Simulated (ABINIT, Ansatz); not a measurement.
# BaSi3 (Fm-3m): zone-centre phonons, part 4 of 4

Aim: the zone-centre modes of BaSi3 (Fm-3m).

ABINIT 10.8.3; DFT PBEsol, scalar-relativistic, plane waves, PseudoDojo norm-conserving pseudopotentials.

So far, highest optical zone-centre mode (no LO-TO term) (cm⁻¹): step 5 (zone-centre analysis) 211. The relaxed cell has a = 7.035 Å (conventional setting).

The structure was built from a prototype and need not be the compound's stable phase.

### Step 6. Sum rules set otherwise (asr 0)

Without the rule the raw error of the acoustic modes shows.

File anaddb.abi:

```
ddb_filepath "gamma_DDB"
output_file "anaddb.abo"
outdata_prefix "anaddb"
asr 0
chneut 0
enunit 2
eivec 1
nph1l 1
qph1l 0.0 0.0 0.0 1.0
```

File mrgddb.in:

```
gamma_DDB
merged
2
dfpt_gammao_DDB
gso_DDB
```

Launch:

```console
> mrgddb < mrgddb.in > mrgddb.log
> OMP_NUM_THREADS=1 anaddb anaddb.abi > anaddb.log
```

Numbers of over 12 decimals in the logs are rounded to 6 here.

anaddb.abo, the main output file:

```text
-outvars_anaddb: echo values of input variables ----------------------

 Miscellaneous information :
      enunit         2
       eivec         1
      chneut         0
 First list of wavevector (reduced coord.) :
       nph1l         1
       qph1l
                     0.00000000E+00  0.00000000E+00  0.00000000E+00    1.000E+00

================================================================================

 read the DDB information and perform some checks

  ==== Info on the Cryst% object ====
 Real(R)+Recip(G) space primitive vectors, cartesian coordinates (Bohr,Bohr^-1):
 R(1)= -6.6468573  0.0000000  6.6468573  G(1)= -0.0752235 -0.0752235  0.0752235
 R(2)=  0.0000000  6.6468573  6.6468573  G(2)=  0.0752235  0.0752235  0.0752235
 R(3)= -6.6468573  6.6468573  0.0000000  G(3)= -0.0752235  0.0752235 -0.0752235
 Unit cell volume ucvol=  5.8732579E+02 bohr^3
 Angles (23,13,12)=  6.00000000E+01  6.00000000E+01  6.00000000E+01 degrees
 Time-reversal symmetry is present
 Reduced atomic positions [iatom, xred, symbol]:
    1)    0.0000000  0.0000000  0.0000000  Ba
    2)    0.5000000  0.5000000  0.5000000  Si
    3)    0.7500000  0.7500000  0.7500000  Si
    4)    0.2500000  0.2500000  0.2500000  Si

 DDB file with 3 blocks has been read.

================================================================================

 Treat the first list of vectors

  Phonon wavevector (reduced coordinates) :  0.00000  0.00000  0.00000
 Phonon energies in Hartree :
   2.739716E-06  2.739717E-06  2.739719E-06  4.435371E-04  4.435371E-04
   4.435371E-04  6.299976E-04  6.299976E-04  6.299976E-04  9.633674E-04
   9.633674E-04  9.633674E-04
 Phonon energies in meV     :
-  7.455147E-02  7.455149E-02  7.455154E-02  1.206926E+01  1.206926E+01
-  1.206926E+01  1.714311E+01  1.714311E+01  1.714311E+01  2.621456E+01
-  2.621456E+01  2.621456E+01
 Phonon frequencies in cm-1    :
-  6.012981E-01  6.012983E-01  6.012987E-01  9.734515E+01  9.734515E+01
-  9.734515E+01  1.382685E+02  1.382685E+02  1.382685E+02  2.114347E+02
-  2.114347E+02  2.114347E+02
 Phonon frequencies in Thz     :
-  1.802646E-02  1.802647E-02  1.802648E-02  2.918334E+00  2.918334E+00
-  2.918334E+00  4.145185E+00  4.145185E+00  4.145185E+00  6.338653E+00
-  6.338653E+00  6.338653E+00
 Phonon energies in Kelvin  :
-  8.651338E-01  8.651341E-01  8.651347E-01  1.400579E+02  1.400579E+02
-  1.400579E+02  1.989375E+02  1.989375E+02  1.989375E+02  3.042074E+02
-  3.042074E+02  3.042074E+02

 Eigendisplacements
 (will be given, for each mode : in cartesian coordinates
   for each atom the real part of the displacement vector,
   then the imaginary part of the displacement vector - absolute values smaller than 1.0d-7 are set to zero)
  Mode number    1   Energy    2.739716E-06
 Attention : low frequency mode.
   (Could be unstable or acoustic mode)
-  1  0.00000000E+00  0.00000000E+00 -1.57339020E-03
-     0.00000000E+00  0.00000000E+00  0.00000000E+00
-  2  0.00000000E+00  0.00000000E+00 -1.57364338E-03
-     0.00000000E+00  0.00000000E+00  0.00000000E+00
-  3  0.00000000E+00  0.00000000E+00 -1.57347511E-03
-     0.00000000E+00  0.00000000E+00  0.00000000E+00
-  4  0.00000000E+00  0.00000000E+00 -1.57347511E-03
-     0.00000000E+00  0.00000000E+00  0.00000000E+00
  Mode number    2   Energy    2.739717E-06
 Attention : low frequency mode.
   (Could be unstable or acoustic mode)
-  1  0.00000000E+00  1.57339020E-03  0.00000000E+00
-     0.00000000E+00  0.00000000E+00  0.00000000E+00
-  2  0.00000000E+00  1.57364338E-03  0.00000000E+00
-     0.00000000E+00  0.00000000E+00  0.00000000E+00
-  3  0.00000000E+00  1.57347511E-03  0.00000000E+00
-     0.00000000E+00  0.00000000E+00  0.00000000E+00
-  4  0.00000000E+00  1.57347511E-03  0.00000000E+00
-     0.00000000E+00  0.00000000E+00  0.00000000E+00
  Mode number    3   Energy    2.739719E-06
 Attention : low frequency mode.
   (Could be unstable or acoustic mode)
-  1  1.57339020E-03  0.00000000E+00  0.00000000E+00
-     0.00000000E+00  0.00000000E+00  0.00000000E+00
-  2  1.57364338E-03  0.00000000E+00  0.00000000E+00
-     0.00000000E+00  0.00000000E+00  0.00000000E+00
-  3  1.57347511E-03  0.00000000E+00  0.00000000E+00
-     0.00000000E+00  0.00000000E+00  0.00000000E+00
-  4  1.57347511E-03  0.00000000E+00  0.00000000E+00
-     0.00000000E+00  0.00000000E+00  0.00000000E+00
  Mode number    4   Energy    4.435371E-04
-  1  0.00000000E+00  0.00000000E+00 -5.32476547E-04
-     0.00000000E+00  0.00000000E+00  0.00000000E+00
-  2  0.00000000E+00 -1.00904498E-07  4.12216425E-03
-     0.00000000E+00  0.00000000E+00  0.00000000E+00
-  3  0.00000000E+00  0.00000000E+00 -7.59572805E-04
-     0.00000000E+00  0.00000000E+00  0.00000000E+00
-  4  0.00000000E+00  0.00000000E+00 -7.59572805E-04
-     0.00000000E+00  0.00000000E+00  0.00000000E+00
  Mode number    5   Energy    4.435371E-04
-  1  0.00000000E+00  5.32476547E-04  0.00000000E+00
-     0.00000000E+00  0.00000000E+00  0.00000000E+00
-  2  0.00000000E+00 -4.12216425E-03 -1.00905667E-07
-     0.00000000E+00  0.00000000E+00  0.00000000E+00
-  3  0.00000000E+00  7.59572805E-04  0.00000000E+00
-     0.00000000E+00  0.00000000E+00  0.00000000E+00
-  4  0.00000000E+00  7.59572805E-04  0.00000000E+00
-     0.00000000E+00  0.00000000E+00  0.00000000E+00
  Mode number    6   Energy    4.435371E-04
-  1  5.32476547E-04  0.00000000E+00  0.00000000E+00
-     0.00000000E+00  0.00000000E+00  0.00000000E+00
-  2 -4.12216425E-03  0.00000000E+00  0.00000000E+00
-     0.00000000E+00  0.00000000E+00  0.00000000E+00
-  3  7.59572805E-04  0.00000000E+00  0.00000000E+00
-     0.00000000E+00  0.00000000E+00  0.00000000E+00
-  4  7.59572805E-04  0.00000000E+00  0.00000000E+00
-     0.00000000E+00  0.00000000E+00  0.00000000E+00
  Mode number    7   Energy    6.299976E-04
-  1  0.00000000E+00  0.00000000E+00  0.00000000E+00
-     0.00000000E+00  0.00000000E+00  0.00000000E+00
-  2  0.00000000E+00  0.00000000E+00  0.00000000E+00
-     0.00000000E+00  0.00000000E+00  0.00000000E+00
-  3  0.00000000E+00  0.00000000E+00  3.12509966E-03
-     0.00000000E+00  0.00000000E+00  0.00000000E+00
-  4  0.00000000E+00  0.00000000E+00 -3.12509966E-03
-     0.00000000E+00  0.00000000E+00  0.00000000E+00
  Mode number    8   Energy    6.299976E-04
-  1  0.00000000E+00  0.00000000E+00  0.00000000E+00
-     0.00000000E+00  0.00000000E+00  0.00000000E+00
-  2  0.00000000E+00  0.00000000E+00  0.00000000E+00
-     0.00000000E+00  0.00000000E+00  0.00000000E+00
-  3  0.00000000E+00  3.12509966E-03  0.00000000E+00
-     0.00000000E+00  0.00000000E+00  0.00000000E+00
-  4  0.00000000E+00 -3.12509966E-03  0.00000000E+00
-     0.00000000E+00  0.00000000E+00  0.00000000E+00
  Mode number    9   Energy    6.299976E-04
-  1  0.00000000E+00  0.00000000E+00  0.00000000E+00
-     0.00000000E+00  0.00000000E+00  0.00000000E+00
-  2  0.00000000E+00  0.00000000E+00  0.00000000E+00
-     0.00000000E+00  0.00000000E+00  0.00000000E+00
-  3  3.12509966E-03  0.00000000E+00  0.00000000E+00
-     0.00000000E+00  0.00000000E+00  0.00000000E+00
-  4 -3.12509966E-03  0.00000000E+00  0.00000000E+00
-     0.00000000E+00  0.00000000E+00  0.00000000E+00
  Mode number   10   Energy    9.633674E-04
-  1  0.00000000E+00  0.00000000E+00 -1.11158001E-03
-     0.00000000E+00  0.00000000E+00  0.00000000E+00
-  2  0.00000000E+00  0.00000000E+00  2.52792672E-04
-     0.00000000E+00  0.00000000E+00  0.00000000E+00
-  3  0.00000000E+00  0.00000000E+00  2.59103707E-03
-     0.00000000E+00  0.00000000E+00  0.00000000E+00
-  4  0.00000000E+00  0.00000000E+00  2.59103707E-03
-     0.00000000E+00  0.00000000E+00  0.00000000E+00
  Mode number   11   Energy    9.633674E-04
-  1  0.00000000E+00 -1.11158001E-03  0.00000000E+00
-     0.00000000E+00  0.00000000E+00  0.00000000E+00
-  2  0.00000000E+00  2.52792672E-04  0.00000000E+00
-     0.00000000E+00  0.00000000E+00  0.00000000E+00
-  3  0.00000000E+00  2.59103707E-03  0.00000000E+00
-     0.00000000E+00  0.00000000E+00  0.00000000E+00
-  4  0.00000000E+00  2.59103707E-03  0.00000000E+00
-     0.00000000E+00  0.00000000E+00  0.00000000E+00
  Mode number   12   Energy    9.633674E-04
-  1  1.11158001E-03  0.00000000E+00  0.00000000E+00
-     0.00000000E+00  0.00000000E+00  0.00000000E+00
-  2 -2.52792672E-04  0.00000000E+00  0.00000000E+00
-     0.00000000E+00  0.00000000E+00  0.00000000E+00
-  3 -2.59103707E-03  0.00000000E+00  0.00000000E+00
-     0.00000000E+00  0.00000000E+00  0.00000000E+00
-  4 -2.59103707E-03  0.00000000E+00  0.00000000E+00
-     0.00000000E+00  0.00000000E+00  0.00000000E+00

 Analysis of degeneracies and characters (maximum tolerance=1.00E-06 a.u.)
 For each vibration mode, or group of modes if degenerate,
 the characters are given for each symmetry operation (see the list in the log file).
 Symmetry characters of vibration mode #   1
       degenerate with vibration modes #   2 to    3
  3.0 -3.0 -1.0  1.0 -1.0  1.0 -1.0  1.0  1.0 -1.0 -1.0  1.0  1.0 -1.0 -1.0  1.0
 -0.0  0.0  0.0 -0.0 -0.0  0.0 -0.0  0.0  1.0 -1.0 -1.0  1.0 -1.0  1.0  1.0 -1.0
  0.0 -0.0 -0.0  0.0 -0.0  0.0  0.0 -0.0  1.0 -1.0  1.0 -1.0 -1.0  1.0 -1.0  1.0
 Symmetry characters of vibration mode #   4
       degenerate with vibration modes #   5 to    6
  3.0 -3.0 -1.0  1.0 -1.0  1.0 -1.0  1.0  1.0 -1.0 -1.0  1.0  1.0 -1.0 -1.0  1.0
 -0.0  0.0  0.0 -0.0 -0.0  0.0  0.0 -0.0  1.0 -1.0 -1.0  1.0 -1.0  1.0  1.0 -1.0
 -0.0  0.0 -0.0  0.0  0.0 -0.0  0.0 -0.0  1.0 -1.0  1.0 -1.0 -1.0  1.0 -1.0  1.0
 Symmetry characters of vibration mode #   7
       degenerate with vibration modes #   8 to    9
  3.0  3.0 -1.0 -1.0 -1.0 -1.0 -1.0 -1.0  1.0  1.0 -1.0 -1.0  1.0  1.0 -1.0 -1.0
 -0.0 -0.0  0.0  0.0 -0.0 -0.0  0.0  0.0  1.0  1.0 -1.0 -1.0 -1.0 -1.0  1.0  1.0
 -0.0 -0.0 -0.0 -0.0  0.0  0.0  0.0  0.0  1.0  1.0  1.0  1.0 -1.0 -1.0 -1.0 -1.0
 Symmetry characters of vibration mode #  10
       degenerate with vibration modes #  11 to   12
  3.0 -3.0 -1.0  1.0 -1.0  1.0 -1.0  1.0  1.0 -1.0 -1.0  1.0  1.0 -1.0 -1.0  1.0
  0.0 -0.0 -0.0  0.0  0.0 -0.0 -0.0  0.0  1.0 -1.0 -1.0  1.0 -1.0  1.0  1.0 -1.0
  0.0 -0.0  0.0 -0.0 -0.0  0.0 -0.0  0.0  1.0 -1.0  1.0 -1.0 -1.0  1.0 -1.0  1.0
-
```

Run time: 0.51 s. Hardware: 1 thread of Arm Neoverse V1, shared host.

Numbers from this step:

* lowest optical zone-centre mode: 97.35 cm⁻¹

Zone-centre frequencies as printed; negative means imaginary. Modes:

```tsv
mode	frequency (cm⁻¹)
1	0.6
2	0.6
3	0.6
4	97.35
5	97.35
6	97.35
7	138.3
8	138.3
9	138.3
10	211.4
11	211.4
12	211.4
```

### Step 7. A second program

The same cell goes through another code at the same cutoff. The files are of one family, but Ansatz's library holds files of its own making for some heavy elements, so those for Ba may differ.

This step: DFT PBEsol, scalar-relativistic, plane waves, norm-conserving pseudopotentials of its library (PseudoDojo's, some remade) (Ansatz 0.2.0).

File input.yaml:

```yaml
crystal:
  lattice:
    - [-3.517365431, 0.0, 3.517365431]
    - [0.0, 3.517365431, 3.517365431]
    - [-3.517365431, 3.517365431, 0.0]
  atoms:
    - { symbol: Ba, position: [0.0, 0.0, 0.0] }
    - { symbol: Si, position: [0.5, 0.5, 0.5] }
    - { symbol: Si, position: [0.75, 0.75, 0.75] }
    - { symbol: Si, position: [0.25, 0.25, 0.25] }
kpoints:
  mp_grid: { grid: [8, 8, 8] }
hamiltonian:
  xc: pbesol
  pseudopotentials: { kind: nc, accuracy: standard }
scf:
  occupations: { method: gaussian, width: 0.27211 }
output:
  eigenvalues: true
basis:
  ecutwfc: 585.045
phonons:
  method: dfpt
```

Launch:

```console
> ansatz run input.yaml --threads 4 --pin off --max-ram 8192MiB --backend cpu --events-out ev --progress --plain --runs-dir out
```

The log of the run:

```text
Warning: basis.ecutwfc = 585.045 eV is below the records' recommended 770 eV, and the density's cutoff is lower with it unless basis.ecutrho_ratio is high enough to keep the records' density cutoff: compare with a run at a higher cutoff
zone centre: on kpoints.mp_grid the ground state, and the responses unless they are solved on pairs of k-points, stand on 59 of the mesh's 512 k-points, reduced under 8 symmetry operations, with k and −k counted as one. Each operation leaves every solved displacement unchanged or reverses it
Engine: ansatz 0.2.0, aarch64-unknown-linux-gnu
Pseudopotentials: kind: nc
Pseudopotential: Ba, nc, valence charge 10, recommended cutoff 770 eV (normal), Ba.nc.azcp (PseudoDojo's, or run here from an input of PseudoDojo's; its table is named by hamiltonian.pseudopotentials.accuracy)
Pseudopotential: Si, nc, valence charge 4, recommended cutoff 489.804952 eV (normal), Si.nc.azcp (PseudoDojo's, or run here from an input of PseudoDojo's; its table is named by hamiltonian.pseudopotentials.accuracy)
Functional definition: PBEsol
  exchange = pbesol_x
  correlation = pbesol_c
Crystal: 4 atoms, lattice volume = 87.033 Å³
Basis set: ecut = 585.045 eV, 2741 PW (Γ), exchange–correlation on 80×80×80 points (8 copies of the dense FFT grid, shifted against one another)
Bands: 15, of which v1, the nominal top of the filled ones, is band 11 counted from 1 (10 counted from 0)
Symmetry: 48 space group operations
k-points: 59 of 512 (irreducible under 8 space group operations, time reversal used)
Non-local potential: Ba, projectors of the file, l = 0: 2, l = 1: 2, l = 2: 2, l = 3: 2
Non-local potential: Si, projectors of the file, l = 0: 2, l = 1: 2, l = 2: 2
Initial density: superposition of atomic densities (chi_scale 0.1, normalization cell, long waves kept (reshape's long-wave potential 0.00 eV rms))
Initial wavefunctions: pseudopotential atomic-orbital guess
Functional: x = pbesol(κ = 0.804, μ = 0.123457), c = pbesol(β = 0.046)
SCF iter   1: F=—  HF=-1106.376081 eV  |F-HF|=—  |Δ(HF+E_count)|=         —  Δρ=2.53e-2  dr2=1.49e0  ethr=3.10e-3  ⟨swp⟩=12.7  Hψ=17980  notcnv=0
automatic band count: the SCF goes on with 19 bands, as 15 were too few: they end inside the smearing window of the response
preconditioner: auto → Kerker (q_TF=auto, 2.169 Å⁻¹)  [metal: Δε(μ)=0.043 eV  Ē_g=9.974 eV  σ=0.272 eV  W_gap=0.09  n_scr=14 (ndim 8)  ℏωp=17.8 eV  f_vac=0.000  D(μ)=2.43/eV (n_scr^D=14)]
SCF iter   2: F=—  HF=-1106.029161 eV  |F-HF|=—  |Δ(HF+E_count)|=   3.47e-1  Δρ=1.45e-2  dr2=4.89e-1  ethr=3.10e-3  ⟨swp⟩=1.1  Hψ=1629  notcnv=0  defer=13
SCF iter   3: F=—  HF=-1105.848995 eV  |F-HF|=—  |Δ(HF+E_count)|=   1.80e-1  Δρ=2.08e-3  dr2=5.80e-3  ethr=2.22e-3  ⟨swp⟩=3.1  Hψ=1879  notcnv=0  defer=14
SCF iter   4: F=—  HF=-1105.847891 eV  |F-HF|=—  |Δ(HF+E_count)|=   1.10e-3  Δρ=4.07e-4  dr2=2.44e-4  ethr=2.64e-5  ⟨swp⟩=2.5  Hψ=2035  notcnv=0  defer=58
SCF iter   5: F=—  HF=-1105.847839 eV  |F-HF|=—  |Δ(HF+E_count)|=   5.18e-5  Δρ=1.07e-4  dr2=6.76e-6  ethr=1.11e-6  ⟨swp⟩=2.3  Hψ=1492  notcnv=0  defer=58
SCF iter   6: F=—  HF=-1105.847841 eV  |F-HF|=—  |Δ(HF+E_count)|=   1.90e-6  Δρ=1.72e-5  dr2=3.60e-7  ethr=3.07e-8  ⟨swp⟩=2.8  Hψ=1811  notcnv=0  defer=58
SCF iter   7: F=—  HF=-1105.847840 eV  |F-HF|=—  |Δ(HF+E_count)|=   2.79e-7  Δρ=2.14e-6  dr2=6.69e-9  ethr=1.64e-9  ⟨swp⟩=2.3  Hψ=1506  notcnv=0  defer=98
SCF iter   8: F=—  HF=-1105.847840 eV  |F-HF|=—  |Δ(HF+E_count)|=   1.66e-9  Δρ=3.32e-7  dr2=1.45e-10  ethr=3.04e-11  ⟨swp⟩=2.4  Hψ=1847  notcnv=0  defer=98
SCF iter   9: F=-1105.847840 eV  HF=-1105.847840 eV  |F-HF|=9.09e-13  |Δ(HF+E_count)|=  1.71e-11  Δρ=4.42e-8  dr2=2.29e-12  ethr=1.00e-12  ⟨swp⟩=20.4  Hψ=10062  notcnv=0
SCF 1 converged in 9 iterations: F = -1105.847840 eV  dr2 = 2.29e-12
DFPT response loops at Γ: preconditioner auto → Kerker (q_TF=auto, 2.169 Å⁻¹) (partly filled bands, converged f_vac=0.000); β = 1.00, the filter's whole step (`scf.mixing.beta` (0.50) is not read by the response loops under this deck's `scf.mixing.preconditioner`; to damp them name `kerker` or `kerker_dos`, under which they read `scf.mixing.beta`, and type it under 1.00, their step now; both keys bind the ground state too); Broyden in place of MSR1
SCF converged after 9 iterations
Free energy (F): -1105.847840 eV
Harris-Foulkes:  -1105.847840 eV  (|F-HF|=9.09e-13)
Internal energy: -1105.762227 eV  (E = F + TS)
E sigma→0 (E₀):  -1105.805034 eV
Entropy (-TS):   -0.085613 eV (-21.403 meV/atom)
Fermi energy:    9.318422 eV
--- Per-component energies (eV) ---
  E_band       = 13.734937
  E_kinetic    = 300.449793
  E_local      = -343.361802  (includes V_loc(G=0)·N_el)
  E_nonlocal   = 156.939747
  E_hartree    = 85.902694
  E_xc         = -302.444869
  E_vxc        = -272.098181  (∫ρ·V_xc dr)
  E_ewald      = -1003.247791
  E_smearing   = -0.085613  (= −TS)
  E_closure    = -0.000000  (closes the sum)
  Σ components = -1105.847840   (vs F -1105.847840, Δ=0.00e0)
--- Band table (eV; the first three rows and the last of 59) ---
  k-point 0: bands = [... 7 lower, 6.2707, 6.2707, 6.2707, 7.8370, 7.8370, 7.8370, 10.3121, 10.3121, ... 4 higher]
  k-point 1: bands = [... 7 lower, 6.2892, 6.2892, 6.8326, 7.6948, 7.6948, 8.8805, 10.8658, 10.8658, ... 4 higher]
  k-point 2: bands = [... 7 lower, 6.1769, 6.1769, 7.8167, 7.8167, 8.0074, 10.6799, 10.9289, 11.8257, ... 4 higher]
  k-point 58: bands = [... 7 lower, 6.4397, 6.4397, 8.4421, 10.0013, 10.0013, 11.4700, 11.8529, 12.3188, ... 4 higher]
--- Phonons (Γ-DFPT): 3 representative perturbations + reference, on 59 of 512 k-points (Σ response iterations 9) ---
  k mesh reduced under 8 symmetry operations, with k and −k counted as one. Each operation leaves every solved displacement unchanged or reverses it
  ASR residual: 1.534e-5 → 0.000e0 eV/Å²; symmetrization residual: 4.555e-7 eV/Å²
  ASR residual per site (eV/Å²): 1.53e-5 8.14e-6 1.46e-6 1.46e-6
  Γ frequencies (cm⁻¹): 0.00 0.00 0.00 96.45 96.45 96.45 138.66 138.66 138.66 208.12 208.12 208.12
  non-analytic LO–TO correction: not included (Born effective charges unavailable; polar crystals: no LO–TO splitting at Γ)
```

Elapsed: 16 s, on 4 threads; peak memory 0.86 GiB; 58 s of CPU time.

This step gave:

* sum-rule residual before enforcement: 1.53e-5 eV/Å²
* highest optical zone-centre mode (no LO-TO term): 208.1 cm⁻¹
* lowest optical zone-centre mode: 96.45 cm⁻¹

### Step 8. Side by side: ABINIT PseudoDojo and Ansatz, library NC

Worked out from the results:

```
root-mean-square difference : 1.99 cm⁻¹
largest difference          : 3.3 cm⁻¹
```

Optical modes, paired by symmetry label. Frequencies side by side, by row:

```tsv
q (reciprocal lattice)	mode	ABINIT PseudoDojo (cm⁻¹)	Ansatz, library NC (cm⁻¹)
0 0 0	4	97.3	96.4
0 0 0	5	97.3	96.4
0 0 0	6	97.3	96.4
0 0 0	7	138.3	138.7
0 0 0	8	138.3	138.7
0 0 0	9	138.3	138.7
0 0 0	10	211.4	208.1
0 0 0	11	211.4	208.1
0 0 0	12	211.4	208.1
```

At the zone centre the largest difference (acoustic modes at Γ apart) is 2 % of the highest mode.

### Step 9. What came out

```json
{
 "space group after relaxation": "Fm-3m",
 "volume per atom": "21.8 Å³",
 "highest optical zone-centre mode (no LO-TO term)": "211.4 cm⁻¹",
 "lowest optical zone-centre mode": "97.3 cm⁻¹",
 "imaginary optical modes at the zone centre (no q mesh in this session)": "none",
 "largest difference from Ansatz, library NC": "3.3 cm⁻¹"
}
```

**Reading.** At the PBEsol level the optical modes of BaSi3 (Fm-3m) at the zone centre run from 97 to 211 cm⁻¹. ABINIT PseudoDojo and Ansatz, library NC differ by 2.0 cm⁻¹ in the root mean square and by 3.3 cm⁻¹ at most, 1.6 % of the highest mode compared (acoustic modes at Γ left out); the two use different potentials, and the cell was not relaxed for the second set. These are harmonic frequencies at zero temperature: anharmonic shifts and linewidths and thermal expansion are left out. Spin-orbit coupling is left out, which can matter for the heavy elements here. In a metal the frequencies hang on the k mesh and the smearing, most of all near Kohn anomalies. Ansatz warns that the cutoff lies 24 % under the one recommended for these files; agreement at one cutoff is not convergence. The total energies of the two programs lie far apart, so at least one potential file in Ansatz's library differs from the published one read by the first program. The structure is a hypothetical one, built on a prototype.

[Host names and launcher messages were left out of these logs when they were recorded.]

[Logs are printed without paths, hosts, clocks, repeated set-up lines and the standing remarks that a program may print on its own settings, such as how far it seeks lower states.]

[Hosts, paths, dates, database ids (printed as entryN), source tags and the programs' standing remarks are cut or masked in the printed files.]
